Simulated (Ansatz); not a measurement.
## A hypothetical structure for FeBiS4

Starting from a made-up structure for FeBiS4, the aim is the relaxed cell, its shortest contacts and, where a second run follows, its electronic structure.

Main program and level: Ansatz 0.2.0; DFT, PBE, plane-wave PAW, files of the set soft_1, scalar-relativistic, ferromagnetic start, cell and ions relaxed at zero pressure; PAW set soft_1, in the first sound run; inputs show where later runs differ.

## 1. Starting point

The structure is orthorhombic, space group Cmmm (No. 65). The conventional cell has a = 8.386 Å, b = 8.648 Å, c = 4.010 Å, α = 90.00°, β = 90.00°, γ = 90.00°. Bi has 6 S at 2.50 to 2.64 Å nearest. Nearest to Fe lie 6 S at 2.61 to 2.63 Å. Nearest to S lie 1 Bi at 2.50 Å and 2 Fe at 2.63 Å. S has 1 Fe at 2.61 Å and 2 Bi at 2.64 Å nearest. Farther neighbours and most contacts between anions are not listed.

## 2. Relaxation of the guess

The guessed cell has no reason to be at equilibrium. It is relaxed with the atoms, within the space group of the guess.

input.yaml

```yaml
crystal:
  lattice:
    - [4.193, -4.324, 0.0]
    - [4.193, 4.324, 0.0]
    - [0.0, 0.0, 4.01]
  atoms:
    - { symbol: Bi, position: [0.5, 0.5, 0.5] }
    - { symbol: Fe, position: [0.0, 0.0, 0.0], spin: 3.0 }
    - { symbol: S, position: [0.2023, 0.2023, 0.5] }
    - { symbol: S, position: [0.7977, 0.7977, 0.5] }
    - { symbol: S, position: [0.302, 0.698, 0.0] }
    - { symbol: S, position: [0.698, 0.302, 0.0] }
magnetization:
  spin_polarized: true
kpoints:
  mp_grid: { grid: [5, 5, 7] }
scf:
  occupations: { method: fermi_dirac, width: 0.05 }
hamiltonian:
  xc: pbe
  pseudopotentials: { kind: paw, azcp: { folder: soft_1 } }
relax:
  f_tol: 0.015
  max_steps: 70
  cell: {}
output:
  forces: true
  stress: true
```

On the command line:

```
ansatz run input.yaml --threads 4 --pin off --max-ram 10240MiB --backend cpu --events-out ev --progress --plain --runs-dir out
```

Numbers of over 12 decimals in the logs are rounded to 6 here.

Log:

```text
Engine: ansatz 0.2.0, aarch64-unknown-linux-gnu
Pseudopotentials: kind: paw
Pseudopotential: Bi, paw, valence charge 15, recommended cutoff 420 eV (normal), soft_1/Bi.paw.azcp
Pseudopotential: Fe, paw, valence charge 16, recommended cutoff 420 eV (normal), soft_1/Fe.paw.azcp
Pseudopotential: S, paw, valence charge 6, recommended cutoff 420 eV (normal), soft_1/S.paw.azcp
Functional definition: PBE
  parameter kappa = 0.804
  parameter beta = 0.066725
  exchange = pbe_x(kappa = kappa, mu = beta*pi^2/3)
  correlation = pbe_c(beta = beta)
Crystal: 6 atoms, lattice volume = 145.407 Å³
Basis set: ecut = 420 eV, 2821 PW (Γ), exchange–correlation on 90×90×54 points (8 copies of the dense FFT grid, shifted against one another)
Bands: 35, of which v1, the nominal top of the filled ones, is band 28 counted from 1 (27 counted from 0)
Symmetry: 8 space group operations
Space group: Cmmm (ITA 65), of the structure as read, at distance tolerance 5.3e-5 Å
Magnetic group: BNS 65.481 (UNI 579), of the structure as read, at distance tolerance 5.3e-5 Å
k-points: 36 of 175
Non-local potential: Bi, projectors of the file, l = 0: 2, l = 1: 2, l = 2: 2, l = 3: 1
Non-local potential: Fe, projectors of the file, l = 0: 3, l = 1: 2, l = 2: 3, l = 3: 1
Non-local potential: S, projectors of the file, l = 0: 2, l = 1: 2, l = 2: 1
PAW form: soft (Blöchl's): semilocal exchange-correlation on the pseudo side does not see the compensation charge
PAW one-centre angular grid: Bi, 590 points (default); XC on 64 Gauss nodes
PAW one-centre angular grid: Fe, 590 points (default); XC on 64 Gauss nodes
PAW one-centre angular grid: S, 110 points (default); XC on 64 Gauss nodes
Initial density: superposition of atomic densities (chi_scale 0.1, normalization cell, long waves kept (reshape's long-wave potential 0.12 eV rms))
Starting moments: Σ|m| = 3 μB on 1 of 6 sites
Initial wavefunctions: pseudopotential atomic-orbital guess
Functional: x = pbe(κ = 0.804, μ = 0.219515), c = pbe(β = 0.066725)
SCF iter   1: F=—  HF=-20487.332055 eV  |F-HF|=—  |Δ(HF+E_count)|=         —  Δρ=4.01e-2 (↑4.01e-2 ↓2.31e-2)  dr2=1.25e1  dr2_m=2.03e-1  M=3.465 μB ∫|m|=3.487 μB  β_m=0.30  ethr=3.10e-3  ⟨swp⟩=8.5  Hψ=11912  notcnv=0  defer=2
Mixer restart at iter 1: flushing history
preconditioner: auto → Kerker (q_TF=auto, 2.320 Å⁻¹)  [metal: Δε(μ)=0.002 eV  Ē_g=10.911 eV  σ=0.050 eV  W_gap=0.01  n_scr=34 (ndim 8)  ℏωp=21.1 eV  f_vac=0.007  D(μ)=9.15/eV (n_scr^D=92)]
spin=Collinear: Kerker preconditioning applied to the charge; magnetization (m = ρ↑ − ρ↓) channel mixes plain (no charge-response kernel on spin).
SCF iter   2: F=—  HF=-20487.145708 eV  |F-HF|=—  |Δ(HF+E_count)|=   1.86e-1  Δρ=1.92e-2 (↑1.92e-2 ↓1.61e-2)  dr2=4.89e0  dr2_m=1.24e-1  M=3.535 μB ∫|m|=3.598 μB  β_m=0.41  ethr=3.10e-3  ⟨swp⟩=3.0  Hψ=5859  notcnv=0  defer=36
SCF iter   3: F=—  HF=-20486.451210 eV  |F-HF|=—  |Δ(HF+E_count)|=   6.94e-1  Δρ=1.31e-2 (↑1.31e-2 ↓8.78e-3)  dr2=2.07e0  dr2_m=4.69e-2  M=3.636 μB ∫|m|=3.713 μB  β_m=0.47  ethr=3.10e-3  ⟨swp⟩=3.6  Hψ=4480  notcnv=0  defer=31
SCF iter   4: F=—  HF=-20486.031451 eV  |F-HF|=—  |Δ(HF+E_count)|=   4.20e-1  Δρ=6.99e-3 (↑3.41e-3 ↓6.99e-3)  dr2=1.11e-1  dr2_m=7.83e-3  M=3.776 μB ∫|m|=3.902 μB  β_m=0.73  ethr=3.10e-3  ⟨swp⟩=3.5  Hψ=4264  notcnv=0  defer=31
SCF iter   5: F=—  HF=-20486.146050 eV  |F-HF|=—  |Δ(HF+E_count)|=         —  Δρ=1.25e-2 (↑3.77e-3 ↓1.25e-2)  dr2=1.74e-1  dr2_m=8.29e-2  M=4.057 μB ∫|m|=4.157 μB  β_m=0.73  ethr=2.01e-4  ⟨swp⟩=2.8  Hψ=4802  notcnv=0  defer=32
Mixer restart at iter 5: flushing history
SCF iter   6: F=—  HF=-20486.185310 eV  |F-HF|=—  |Δ(HF+E_count)|=   3.93e-2  Δρ=7.12e-3 (↑7.12e-3 ↓2.47e-3)  dr2=4.59e-2  dr2_m=1.57e-2  M=4.130 μB ∫|m|=4.211 μB  β_m=0.76  ethr=2.01e-4  ⟨swp⟩=3.0  Hψ=5320  notcnv=0  defer=32
SCF iter   7: F=—  HF=-20486.176627 eV  |F-HF|=—  |Δ(HF+E_count)|=   8.68e-3  Δρ=6.69e-3 (↑2.19e-3 ↓6.69e-3)  dr2=1.14e-1  dr2_m=7.97e-3  M=4.177 μB ∫|m|=4.267 μB  β_m=0.66  ethr=8.35e-5  ⟨swp⟩=2.7  Hψ=5601  notcnv=0  defer=30
SCF iter   8: F=—  HF=-20486.165561 eV  |F-HF|=—  |Δ(HF+E_count)|=   1.11e-2  Δρ=1.63e-3 (↑4.17e-4 ↓1.63e-3)  dr2=3.11e-3  dr2_m=8.50e-4  M=4.226 μB ∫|m|=4.305 μB  β_m=0.83  ethr=8.35e-5  ⟨swp⟩=3.0  Hψ=5263  notcnv=0  defer=31
SCF iter   9: F=—  HF=-20486.167812 eV  |F-HF|=—  |Δ(HF+E_count)|=   2.25e-3  Δρ=5.69e-4 (↑4.04e-4 ↓5.69e-4)  dr2=1.54e-4  dr2_m=2.47e-4  M=4.239 μB ∫|m|=4.318 μB  β_m=0.91  ethr=5.65e-6  ⟨swp⟩=2.0  Hψ=4482  notcnv=0  defer=30
SCF iter  10: F=—  HF=-20486.168143 eV  |F-HF|=—  |Δ(HF+E_count)|=   3.31e-4  Δρ=2.62e-4 (↑8.53e-5 ↓2.62e-4)  dr2=1.32e-4  dr2_m=1.93e-5  M=4.263 μB ∫|m|=4.343 μB  β_m=0.96  ethr=2.80e-7  ⟨swp⟩=2.3  Hψ=4608  notcnv=0  defer=30
SCF iter  11: F=—  HF=-20486.168186 eV  |F-HF|=—  |Δ(HF+E_count)|=   4.34e-5  Δρ=9.86e-5 (↑4.65e-5 ↓9.86e-5)  dr2=3.11e-5  dr2_m=1.43e-6  M=4.269 μB ∫|m|=4.349 μB  β_m=0.98  ethr=2.39e-7  ⟨swp⟩=2.3  Hψ=3745  notcnv=0  defer=30
SCF iter  12: F=—  HF=-20486.168186 eV  |F-HF|=—  |Δ(HF+E_count)|=   1.05e-7  Δρ=3.06e-5 (↑6.80e-6 ↓3.06e-5)  dr2=1.87e-6  dr2_m=3.21e-7  M=4.271 μB ∫|m|=4.350 μB  β_m=0.99  ethr=5.66e-8  ⟨swp⟩=2.4  Hψ=4031  notcnv=0  defer=30
SCF iter  13: F=—  HF=-20486.168187 eV  |F-HF|=—  |Δ(HF+E_count)|=   5.38e-7  Δρ=9.97e-6 (↑3.64e-6 ↓9.97e-6)  dr2=2.43e-7  dr2_m=3.36e-8  M=4.270 μB ∫|m|=4.350 μB  β_m=0.99  ethr=3.40e-9  ⟨swp⟩=2.6  Hψ=4273  notcnv=0  defer=30
SCF iter  14: F=—  HF=-20486.168187 eV  |F-HF|=—  |Δ(HF+E_count)|=   8.67e-8  Δρ=3.77e-6 (↑1.62e-6 ↓3.77e-6)  dr2=7.42e-8  dr2_m=2.76e-9  M=4.270 μB ∫|m|=4.350 μB  β_m=1.00  ethr=4.42e-10  ⟨swp⟩=2.2  Hψ=3748  notcnv=0  defer=30
SCF iter  15: F=-20486.168187 eV  HF=-20486.168187 eV  |F-HF|=2.05e-9  |Δ(HF+E_count)|=   6.26e-9  Δρ=1.47e-6 (↑1.47e-6 ↓9.67e-7)  dr2=7.17e-9  dr2_m=8.46e-10  M=4.270 μB ∫|m|=4.350 μB  ethr=1.35e-10  ⟨swp⟩=2.7  Hψ=8088  notcnv=0
SCF 1 converged in 15 iterations: F = -20486.168187 eV  dr2 = 7.17e-9
  greatest PAW one-centre occupation: 1.002 electrons in one spin orbital (limit 2), on the Fe atom at site 1 (counted from 0), in its partial waves of l = 1
relax step   1: F+E_penalty+E_count = -20486.16818674 eV  Δ(F+E_penalty+E_count) = +0.000e0 eV  max|allowed force component| = 2.826e0 eV/Å  Δτ_max = 0.0000 Å  P = -1.260 GPa  Ω = 145.407 Å³  (15 SCF iters, dr2 threshold 1.00e-7 eV, accepted)
Crystal: 6 atoms, lattice volume = 142.557 Å³
Basis set: ecut = 420 eV, 2767 PW (Γ), exchange–correlation on 90×90×54 points (8 copies of the dense FFT grid, shifted against one another)
Initial density: handed on by an earlier stage of this run
[...]
Basis set: ecut = 420 eV, 2591 PW (Γ), exchange–correlation on 80×80×54 points (8 copies of the dense FFT grid, shifted against one another)
Initial wavefunctions: pseudopotential atomic-orbital guess (no wavefunctions were taken with the density)
iter 1 solved again at ethr=1.08e-6 eV; its pass at ethr=3.10e-3 eV (dr2=5.92e-4 eV) is discarded
SCF iter   1: F=—  HF=-20487.929105 eV  |F-HF|=—  |Δ(HF+E_count)|=         —  Δρ=2.02e-4 (↑6.71e-5 ↓2.02e-4)  dr2=8.59e-5  dr2_m=7.29e-6  M=2.432 μB ∫|m|=2.605 μB  β_m=0.65  ethr=1.08e-6  ⟨swp⟩=3.8  Hψ=19279  notcnv=0
preconditioner: auto → Kerker (q_TF=auto, 1.941 Å⁻¹)  [metal: Δε(μ)=0.019 eV  Ē_g=7.979 eV  σ=0.050 eV  W_gap=0.10  n_scr=10 (ndim 8)  ℏωp=19.6 eV  f_vac=0.019  D(μ)=4.30/eV (n_scr^D=38)]
spin=Collinear: Kerker preconditioning applied to the charge; magnetization (m = ρ↑ − ρ↓) channel mixes plain (no charge-response kernel on spin).
SCF iter   2: F=—  HF=-20487.929076 eV  |F-HF|=—  |Δ(HF+E_count)|=   2.83e-5  Δρ=7.50e-5 (↑7.50e-5 ↓5.63e-5)  dr2=2.93e-6  dr2_m=4.22e-6  M=2.432 μB ∫|m|=2.605 μB  β_m=0.57  ethr=1.56e-7  ⟨swp⟩=2.1  Hψ=3460  notcnv=0
SCF iter   3: F=—  HF=-20487.929081 eV  |F-HF|=—  |Δ(HF+E_count)|=   4.94e-6  Δρ=2.23e-5 (↑2.23e-5 ↓1.50e-5)  dr2=1.11e-6  dr2_m=3.00e-8  M=2.431 μB ∫|m|=2.605 μB  β_m=0.54  ethr=5.33e-9  ⟨swp⟩=2.0  Hψ=4562  notcnv=0
SCF iter   4: F=—  HF=-20487.929083 eV  |F-HF|=—  |Δ(HF+E_count)|=   1.89e-6  Δρ=2.77e-5 (↑7.45e-6 ↓2.77e-5)  dr2=1.79e-6  dr2_m=1.59e-7  M=2.431 μB ∫|m|=2.605 μB  β_m=0.77  ethr=2.02e-9  ⟨swp⟩=2.0  Hψ=4512  notcnv=0
SCF iter   5: F=—  HF=-20487.929088 eV  |F-HF|=—  |Δ(HF+E_count)|=   4.93e-6  Δρ=4.43e-5 (↑4.18e-6 ↓4.43e-5)  dr2=4.05e-6  dr2_m=5.43e-7  M=2.431 μB ∫|m|=2.604 μB  β_m=0.30  ethr=2.02e-9  ⟨swp⟩=2.0  Hψ=3093  notcnv=0
SCF iter   6: F=—  HF=-20487.929090 eV  |F-HF|=—  |Δ(HF+E_count)|=   1.53e-6  Δρ=8.11e-6 (↑5.32e-6 ↓8.11e-6)  dr2=1.15e-7  dr2_m=2.66e-8  M=2.431 μB ∫|m|=2.604 μB  β_m=0.59  ethr=2.02e-9  ⟨swp⟩=2.4  Hψ=4504  notcnv=0
SCF iter   7: F=—  HF=-20487.929094 eV  |F-HF|=—  |Δ(HF+E_count)|=   4.88e-6  Δρ=6.18e-6 (↑1.28e-6 ↓6.18e-6)  dr2=7.91e-8  dr2_m=9.60e-9  M=2.430 μB ∫|m|=2.603 μB  β_m=0.73  ethr=2.09e-10  ⟨swp⟩=3.5  Hψ=5894  notcnv=0
SCF iter   8: F=—  HF=-20487.929095 eV  |F-HF|=—  |Δ(HF+E_count)|=   4.97e-7  Δρ=6.50e-7 (↑4.42e-7 ↓6.50e-7)  dr2=1.77e-9  dr2_m=1.04e-10  M=2.430 μB ∫|m|=2.603 μB  β_m=0.87  ethr=1.44e-10  ⟨swp⟩=3.0  Hψ=5428  notcnv=0
SCF iter   9: F=—  HF=-20487.929095 eV  |F-HF|=—  |Δ(HF+E_count)|=   2.11e-9  Δρ=6.72e-7 (↑1.33e-7 ↓6.72e-7)  dr2=1.19e-9  dr2_m=1.11e-10  M=2.430 μB ∫|m|=2.603 μB  β_m=0.93  ethr=3.22e-12  ⟨swp⟩=2.0  Hψ=3827  notcnv=0
SCF iter  10: F=—  HF=-20487.929095 eV  |F-HF|=—  |Δ(HF+E_count)|=   1.31e-9  Δρ=3.28e-7 (↑6.63e-8 ↓3.28e-7)  dr2=3.27e-10  dr2_m=2.31e-11  M=2.430 μB ∫|m|=2.603 μB  β_m=0.97  ethr=2.16e-12  ⟨swp⟩=2.2  Hψ=3906  notcnv=0
SCF iter  11: F=—  HF=-20487.929095 eV  |F-HF|=—  |Δ(HF+E_count)|=  1.64e-10  Δρ=2.28e-7 (↑6.26e-8 ↓2.28e-7)  dr2=1.44e-10  dr2_m=8.84e-12  M=2.430 μB ∫|m|=2.603 μB  β_m=0.98  ethr=1.00e-12  ⟨swp⟩=1.6  Hψ=2730  notcnv=0
SCF iter  12: F=—  HF=-20487.929095 eV  |F-HF|=—  |Δ(HF+E_count)|=  1.46e-10  Δρ=5.29e-8 (↑1.10e-8 ↓5.29e-8)  dr2=6.68e-12  dr2_m=6.98e-13  M=2.430 μB ∫|m|=2.603 μB  β_m=0.96  ethr=1.00e-12  ⟨swp⟩=2.1  Hψ=3433  notcnv=0
SCF iter  13: F=—  HF=-20487.929095 eV  |F-HF|=—  |Δ(HF+E_count)|=  7.28e-12  Δρ=3.68e-8 (↑4.24e-9 ↓3.68e-8)  dr2=2.21e-12  dr2_m=4.48e-13  M=2.430 μB ∫|m|=2.603 μB  β_m=0.98  ethr=1.00e-12  ⟨swp⟩=1.0  Hψ=2520  notcnv=0
SCF iter  14: F=—  HF=-20487.929095 eV  |F-HF|=—  |Δ(HF+E_count)|=    0.00e0  Δρ=2.58e-8 (↑2.67e-9 ↓2.58e-8)  dr2=1.40e-12  dr2_m=1.78e-13  M=2.430 μB ∫|m|=2.603 μB  β_m=0.99  ethr=1.00e-12  ⟨swp⟩=1.0  Hψ=2520  notcnv=0
SCF iter  15: F=-20487.929095 eV  HF=-20487.929095 eV  |F-HF|=1.46e-11  |Δ(HF+E_count)|=  7.28e-12  Δρ=7.49e-8 (↑2.14e-8 ↓7.49e-8)  dr2=1.66e-11  dr2_m=9.36e-13  M=2.430 μB ∫|m|=2.603 μB  ethr=1.00e-12  ⟨swp⟩=2.7  Hψ=7008  notcnv=0
SCF 8 converged in 15 iterations: F = -20487.929095 eV  dr2 = 1.66e-11
relax step   8: F+E_penalty+E_count = -20487.92909492 eV  Δ(F+E_penalty+E_count) = +2.459e-3 eV  max|allowed force component| = 1.909e-3 eV/Å  Δτ_max = 0.0000 Å  P = +0.001 GPa  Ω = 132.370 Å³  stress off target by 8.74e-3 GPa  SCF on the basis re-selected at this cell (its energy is not comparable with the rows above)  (15 SCF iters)
basis re-selected at this cell: Δ(F+E_penalty+E_count) = +2.459e-3 eV, ΔP = +0.007 GPa vs the last step (what re-selecting the basis moved, of the pressure what is left beyond the Pulay correction that the steps carried, after the strain that the cell walked since its last selection, with what the two solves' SCF thresholds leave and, on support functions, any second-order correction that the steps lacked; it is no measure of the basis error at this ecutwfc). The dense FFT grid was sized anew with the basis: this SCF ran on 40×40×27 points, the steps before it on 45×45×27, so part of this shift can come from that change (see relax.cell in the input reference). [rest of the remark cut]
SCF converged after 15 iterations
Magnetization: 2.4300 μB (28.7150 up, 26.2850 down)
Absolute magnetization: 2.6007 μB (∫|ρ↑−ρ↓|, with the PAW one-centre terms)
Spin contamination: 0.0815 ħ² per cell (⟨S²⟩ above its minimum at these occupations)
Per-site moments (μB) at R_I (Å): [(-0.000278129, 1.119225), (1.764502, 0.937594), (0.084886, 0.953745), (0.084886, 0.953745), (0.089393, 0.937594), (0.089393, 0.937594)]
Free energy (F): -20487.929095 eV
Harris-Foulkes:  -20487.929095 eV  (|F-HF|=1.46e-11)
Internal energy: -20487.893396 eV  (E = F + TS)
E sigma→0 (E₀):  -20487.911245 eV
Entropy (-TS):   -0.035699 eV (-5.950 meV/atom)
Fermi energy:    7.058165 eV
--- Per-component energies (eV) ---
  E_band       = -525.013598
  E_kinetic    = 999.722507
  E_local      = -5749.416880  (includes V_loc(G=0)·N_el)
  E_nonlocal   = 835.241432
  E_hartree    = 2320.945505
  E_xc         = -615.015622
  E_vxc        = -600.098604  (∫ρ·V_xc dr)
  E_paw        = -14475.807392  (= ΣΔE_a)
  E_vpaw       = -652.352572  (= ΣTr[D̂ρ^β])
  E_aug_tail   = -0.000796  (compensation charges beyond the density's cutoff)
  E_ewald      = -3803.562150
  E_smearing   = -0.035699  (= −TS)
  E_closure    = -0.000000  (closes the sum)
  Σ components = -20487.929095   (vs F -20487.929095, Δ=0.00e0)
--- Forces (eV/Å), atoms counted from 1 ---
  atom   1  Bi     0.00000000     0.00000000     0.00000000
  atom   2  Fe    -0.00000000     0.00000000     0.00000000
  atom   3  S      0.00190929     0.00000000     0.00000000
  atom   4  S     -0.00190929     0.00000000     0.00000000
  atom   5  S      0.00000000     0.00095320     0.00000000
  atom   6  S      0.00000000    -0.00095320     0.00000000
  max |Σ_I F_I| component: 2.17e-19 eV/Å
--- Stress (GPa, compression-positive) ---
        0.008744       0.000000       0.000000
        0.000000      -0.001048       0.000000
        0.000000       0.000000      -0.004533
  P = ⅓ Tr σ = 0.0011 GPa (0.011 kbar)
--- Relaxed structure (7 steps of the walk, 7 accepted, 1 SCFs on fresh bases) ---
  F+E_penalty+E_count = -20487.92909492 eV   max|allowed force component| = 1.909e-3 eV/Å   (the final SCF, on the basis selected at the relaxed cell)
  cell:  # Å, volume = 132.3702 Å³
    - [4.133931, -4.207306, 0.0]
    - [4.133931, 4.207306, 0.0]
    - [0.0, 0.0, 3.805335]
  atoms:
    - { symbol: Bi, position: [0.5, 0.5, 0.500000] }
    - { symbol: Fe, position: [-5.50515207018647e-19, -5.484257023692376e-19, 0.0] }
    - { symbol: S, position: [0.158888, 0.158888, 0.500000] }
    - { symbol: S, position: [0.841112, 0.841112, 0.500000] }
    - { symbol: S, position: [0.270120, 0.729880, 0.0] }
    - { symbol: S, position: [0.729880, 0.270120, 0.0] }
```

Wall time 49 s (4 threads of Arm Neoverse V2, shared host); peak memory 0.69 GiB.

Relaxation path:

| step | energy less that of the first step (eV) | largest force component (eV/Å) | pressure (GPa) | volume (Å³) |
| --- | --- | --- | --- | --- |
| 1 | 0.0000 | 2.8259 | -1.26 | 145.41 |
| 2 | -1.1741 | 1.4044 | -3.73 | 142.56 |
| 3 | -1.6645 | 0.8519 | 3.32 | 127.06 |
| 4 | -1.7593 | 0.1644 | -0.23 | 132.44 |
| 5 | -1.7633 | 0.0078 | -0.01 | 132.36 |
| 6 | -1.7633 | 0.0016 | -0.01 | 132.37 |
| 7 | -1.7634 | 0.0014 | -0.01 | 132.37 |
| 8* | -1.7609 | 0.0019 | 0.00 | 132.37 |

Relaxation steps marked * repeat the geometry before them on a plane-wave basis chosen anew for their cell, so energy and pressure can jump there.

Forces are held to the 8 operations that the run works with; a distortion that breaks them can't arise in this run.

| conventional cell, symmetrised | before | after | change |
| --- | --- | --- | --- |
| a (Å) | 8.386 | 8.268 | -1.4 % |
| b (Å) | 8.648 | 8.415 | -2.7 % |
| c (Å) | 4.010 | 3.805 | -5.1 % |
| volume (Å³/atom) | 24.23 | 22.06 | -9.0 % |

The atoms that moved most (Å, as changes of fractional coordinates times the final cell):

| atom | dx | dy | dz | length |
| --- | --- | --- | --- | --- |
| S4 | 0.359 | 0.000 | 0.000 | 0.359 |
| S3 | -0.359 | 0.000 | 0.000 | 0.359 |
| S6 | 0.000 | -0.268 | 0.000 | 0.268 |
| S5 | 0.000 | 0.268 | 0.000 | 0.268 |

The relaxed structure:

```cif
data_structure
_symmetry_space_group_name_H-M 'P 1'
_symmetry_Int_Tables_number 1
_cell_length_a 5.8984
_cell_length_b 5.8984
_cell_length_c 3.8053
_cell_angle_alpha 90.000
_cell_angle_beta 90.000
_cell_angle_gamma 91.008
_cell_volume 132.37
loop_
_atom_site_label
_atom_site_type_symbol
_atom_site_fract_x
_atom_site_fract_y
_atom_site_fract_z
_atom_site_occupancy
Bi1 Bi 0.50000 0.50000 0.50000 1
Fe2 Fe 0.00000 0.00000 0.00000 1
S3 S 0.15889 0.15889 0.50000 1
S4 S 0.84111 0.84111 0.50000 1
S5 S 0.27012 0.72988 0.00000 1
S6 S 0.72988 0.27012 0.00000 1
```

This step gave:

- free energy: -20487.9291 eV
- energy at zero smearing: -20487.9112 eV
- smearing term TS: 0.03570 eV
- Fermi energy: 7.058 eV
- magnetization: 2.430 μB
- absolute magnetization: 2.601 μB
- site moments: -2.78e-4, 1.765, 0.08489, 0.08489, 0.08939, 0.08939 μB
- electrons: 55
- symmetry operations: 8
- pressure: 0.001054 GPa

Site moment by atom:

| atom | site moment (μB) |
| --- | --- |
| Bi1 | 0.00 |
| Fe2 | 1.76 |
| S3 | 0.08 |
| S4 | 0.08 |
| S5 | 0.09 |
| S6 | 0.09 |

The shortest distance of each pair, which need not be the same contact before and after:

| pair | guess (Å) | relaxed (Å) |
| --- | --- | --- |
| Fe–S | 2.612 | 2.273 |
| S–S | 3.393 | 2.627 |
| Bi–S | 2.497 | 2.713 |
| Bi–Bi | 4.010 | 3.805 |
| Fe–Fe | 4.010 | 3.805 |

The relaxation ends with a largest force component of 0.0019 eV/Å and a pressure of 0.00 GPa.

[end of part 1 of 2]

[Logs are printed without paths, hosts, clocks, repeated set-up lines and the standing remarks that a program may print on its own settings, such as how far it seeks lower states.]

[Hosts, paths, dates, database ids (printed as entryN), source tags and the programs' standing remarks are cut or masked in the printed files.]
